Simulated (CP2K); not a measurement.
The O K edge of 2-ethynyloxazole was computed by TDDFT (CP2K XAS_TDP, aug-cc-pVDZ, TDA) at these levels: PBE, PBEh(45%) and PBEh(45%) + GW2X. The first three lines of O7 (bonded to 2 C) with a strength over 0.0015, energy in eV and strength:

```
run           first          second           third
  1  511.20 (0.013)  512.51 (0.002)  512.89 (0.004)
  2  530.32 (0.027)  533.31 (0.016)  534.06 (0.008)
  3  534.69 (0.026)  537.68 (0.016)  538.43 (0.008)
```

**Question.** Which run is which?

Run 1: PBE (0 % exact exchange). Run 2: PBEh(45%) (45 % exact exchange). Run 3: PBEh(45%) + GW2X (45 % exact exchange). Self-interaction lifts the core level, so the uncorrected lines rise with the share of exact exchange. The GW2X run keeps the spacings of its parent: 2.99 eV between the first two lines in run 3, 2.99 eV in run 2. Its shift is +4.37 eV, since the Kohn–Sham level at this share of exchange lies that far above the quasiparticle level.

[Banner, clock and machine lines of the logs are left out without a mark of their own.]

[Logs are printed without paths, hosts, clocks, repeated set-up lines and the standing remarks that a program may print on its own settings, such as how far it seeks lower states.]

[Hosts, paths, dates, database ids (printed as entryN), source tags and the programs' standing remarks are cut or masked in the printed files.]
